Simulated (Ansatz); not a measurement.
# Optical response of CdSe (Cadmoselite), part 2 of 2

What colour and refractive index does CdSe (Cadmoselite) have at this level of theory? The cell comes from an older database entry, whose edges can differ from later determinations, mostly by under a per cent.

Ansatz 0.2.0; DFT, PBE, plane-wave PAW, default files, scalar-relativistic, independent-particle optical response without local fields.

So far, electronic dielectric constant ε∞, mean over x, y and z (by symmetry where fewer were run): step 3 (spectrum) 7.85.

The database entry behind the starting cell differs from later determinations by our own check (inner coordinate of an old entry), so it need not match the best structure at ambient conditions.

### 4. Static response with local fields

Perturbation theory gives the static response with local fields and the functional's kernel, and it needs no empty bands.

This step: DFT, PBE, plane-wave PAW, default files, scalar-relativistic, static field response by perturbation theory with local fields (Ansatz 0.2.0).

input.yaml

```yaml
crystal:
  lattice:
    - [4.3, 0.0, 0.0]
    - [-2.15, 3.7239092363, 0.0]
    - [0.0, 0.0, 7.02]
  atoms:
    - { symbol: Cd, position: [0.6666666667, 0.3333333333, 0.5] }
    - { symbol: Cd, position: [0.3333333333, 0.6666666667, 0.0] }
    - { symbol: Se, position: [0.6666666667, 0.3333333333, 0.885] }
    - { symbol: Se, position: [0.3333333333, 0.6666666667, 0.385] }
kpoints:
  mp_grid: { grid: [6, 6, 3] }
scf:
  occupations: { method: fixed }
hamiltonian:
  xc: pbe
  pseudopotentials: { kind: paw }
dielectric: {}
```

Run with:

```console
> ansatz run input.yaml --threads 4 --pin off --max-ram 8192MiB --backend cpu --events-out ev --progress --plain --runs-dir out
```

Numbers of over 12 decimals in the logs are rounded to 6 here.

The log of the run:

```text
[...]
Crystal: 4 atoms, lattice volume = 112.410 Å³
Basis set: ecut = 420 eV, 2189 PW (Γ), exchange–correlation on 60×60×96 points (8 copies of the dense FFT grid, shifted against one another)
Bands: 44, of which v1, the nominal top of the filled ones, is band 36 counted from 1 (35 counted from 0)
Symmetry: 12 space group operations
k-points: 34 of 108 (irreducible under 2 space group operations, time reversal used)
[...]
SCF iter   1: F=—  HF=-27449.504212 eV  |F-HF|=—  |Δ(HF+E_count)|=         —  Δρ=8.25e-4  dr2=1.49e-3  ethr=1.77e-3  ⟨swp⟩=4.9  Hψ=4563  notcnv=0  defer=202
[...]
SCF iter   9: F=-27449.505554 eV  HF=-27449.505554 eV  |F-HF|=1.64e-10  |Δ(HF+E_count)|=   4.82e-9  Δρ=2.50e-7  dr2=7.69e-11  ethr=1.00e-12  ⟨swp⟩=8.0  Hψ=6389  notcnv=0
SCF 1 converged in 9 iterations: F = -27449.505554 eV  dr2 = 7.69e-11
[...]
DFPT response loops at Γ: preconditioner auto → none (the input reference at scf.mixing.eps_inf says where Resta's filter doesn't serve); β = 0.50; Broyden in place of MSR1
── the response to a field inside a basis, on 14×14×8 k-points: an SCF that follows is theirs, and a resumed run solves both again ──
Bands: 37, of which v1, the nominal top of the filled ones, is band 36 counted from 1 (35 counted from 0)
k-points: 224
[...]
Eigensolver: Dense (224 Hₖ)
SCF iter   1: F=—  HF=-27449.468566 eV  |F-HF|=—  |Δ(HF+E_count)|=         —  Δρ=2.34e-4  dr2=4.88e-5  ethr=1.00e-1
[...]
SCF iter   5: F=-27449.468577 eV  HF=-27449.468577 eV  |F-HF|=3.91e-8  |Δ(HF+E_count)|=   4.30e-7  Δρ=5.26e-6  dr2=2.52e-8  ethr=4.52e-10
SCF 1 converged in 5 iterations: F = -27449.468577 eV  dr2 = 2.52e-8
[...]
WARN: field response: inside a basis, on 14×14×8 points, no mesh in reach settles it: take ε∞, Z* and everything formed from them with what they may err, as stated (eps_inf_uncertainty, zstar_uncertainty_e), and compare with field_mesh: kpoints on a denser kpoints.mp_grid
SCF converged after 9 iterations
Free energy (F): -27449.505554 eV
[...]
Internal energy: -27449.505554 eV  (E = F + TS)
E sigma→0 (E₀):  -27449.505554 eV
Fermi energy:    7.478894 eV
[...]
--- Band table (eV; the first three rows and the last of 34) ---
  k-point 0: bands = [... 32 lower, 6.7630, 7.4679, 7.4789, 7.4789, 8.1806, 9.6005, 13.3665, 13.3665, ... 4 higher]
  k-point 1: bands = [... 32 lower, 6.9313, 6.9313, 7.2884, 7.2884, 9.5222, 9.7669, 13.0655, 13.5203, ... 4 higher]
  k-point 2: bands = [... 32 lower, 6.0593, 6.4300, 7.2632, 7.2807, 9.4961, 10.5868, 12.7613, 13.6863, ... 4 higher]
  k-point 33: bands = [... 32 lower, 5.2586, 5.7974, 5.9043, 6.5263, 10.8538, 11.5670, 12.5467, 12.9821, ... 4 higher]
--- Dielectric response (ions clamped): 3 representative field directions + reference, inside a basis on a mesh of 1568 k-points (Σ response iterations 18) ---
  ε∞ (high-frequency dielectric tensor):
        7.445787     0.000000     0.000000
       -0.000000     7.445787    -0.000000
        0.000000    -0.000000     7.441196
  Born effective charges Z* (e; rows j = field, columns β = displacement):
    site 0:
         2.17055   -0.00000   -0.00000
        -0.00000    2.17055   -0.00000
        -0.00000   -0.00000    2.25356
    site 1:
         2.17055    0.00000    0.00000
         0.00000    2.17055   -0.00000
         0.00000    0.00000    2.25356
    site 2:
        -2.17055   -0.00000    0.00000
         0.00000   -2.17055    0.00000
        -0.00000   -0.00000   -2.25356
    site 3:
        -2.17055   -0.00000   -0.00000
         0.00000   -2.17055    0.00000
         0.00000    0.00000   -2.25356
  Z* charge neutrality: 3.151e-3 e pre-enforcement
  solved inside a basis spanned on kpoints, on 14×14×8 k-points transformed towards the longest dipole, which do not settle them: ε∞ is read to err by 8.8e-2, Z* by 8.8e-2 e (field_mesh: kpoints solves on kpoints); Z* is corrected for what the basis lacks
```

Elapsed: 79 s, on 4 threads of Intel Xeon 6975P-C (Granite Rapids), shared host; peak memory 2.5 GiB.

Read-outs, printed or worked out from the files:

```
electronic dielectric constant ε∞, mean over x, y and z (by symmetry where fewer were run) : 7.444
```

ε∞ with local fields:

```
7.45 0.00 0.00
0.00 7.45 0.00
0.00 0.00 7.44
```

Diagonal elements. Born, by row:

```tsv
atom	Z*xx (e)	Z*yy (e)	Z*zz (e)
Cd1	2.171	2.171	2.254
Cd2	2.171	2.171	2.254
Se3	-2.171	-2.171	-2.254
Se4	-2.171	-2.171	-2.254
```

Mean Born charges are Cd +2.20 and Se -2.20, against formal valences of +2 and -2. The largest lies a little above its ionic value.

### 5. What came out

| Property | Result |
| --- | --- |
| gap on the path | 0.702 eV |
| least direct gap on the path | 0.702 eV |
| electronic dielectric constant ε∞, mean over x, y and z (by symmetry where fewer were run) (independent particles) | 7.85 |
| absorption onset, first axis (α over 10⁴ cm⁻¹, or the direct gap if that lies higher) | 0.770 eV |
| main peak of Im epsilon, first axis | 6.23 eV |
| centre of weight of the strongest loss peak in the window, first axis | 14.8 eV |
| photocurrent from vertical transitions in a film 500 nm thick on a perfect mirror (two passes), AM1.5G, no front reflection, all carriers collected | 56.3 mA/cm² |
| electronic dielectric constant ε∞, mean over x, y and z (by symmetry where fewer were run) (static response with local fields) | 7.44 |

At this level (PBE, independent particles) CdSe has a mean ε∞ = 7.85 (7.44 with local fields) and n = 2.98 at 1550 nm (E ∥ x); absorption sets in near 0.8 eV, and Im ε peaks at 6.2 eV (E ∥ x). The gap on the path is direct, 0.70 eV. The absorption coefficient passes 10⁴ cm⁻¹ at 0.77 eV, in the infrared, so it absorbs across the visible. The strongest loss structure up to 22 eV has its centre of weight at 14.8 eV; a free-electron gas of the 31.6 electrons in the f-sum would put its plasmon at 19.7 eV. Distinct maxima of Im ε, read by a parabola through the highest points, lie at 3.94 eV (8.4), 4.41 eV (8.6), 5.12 eV (9.3) and 6.23 eV (11) for E ∥ x or y. The first strong peak, at 3.94 eV, fits the highest filled and the lowest empty band, which run nearly parallel at that distance over 67 % of L–M; the match rests on energies alone. In reflection the computed colour is grey: x = 0.304, y = 0.317, luminous reflectivity 24 %. With local fields and the functional's kernel the static response is 7.44 against 7.85 for independent particles (-5 %). In the base spectrum excitons and phonon-assisted transitions are missing, and so are local fields; PBE gaps are as a rule too small, which pulls the onset down and ε∞ up. In the base run ε includes the program's bounded estimate of what the bands above those summed add.

[Logs are printed without paths, hosts, clocks, repeated set-up lines and the standing remarks that a program may print on its own settings, such as how far it seeks lower states.]

[Hosts, paths, dates, database ids (printed as entryN), source tags and the programs' standing remarks are cut or masked in the printed files.]
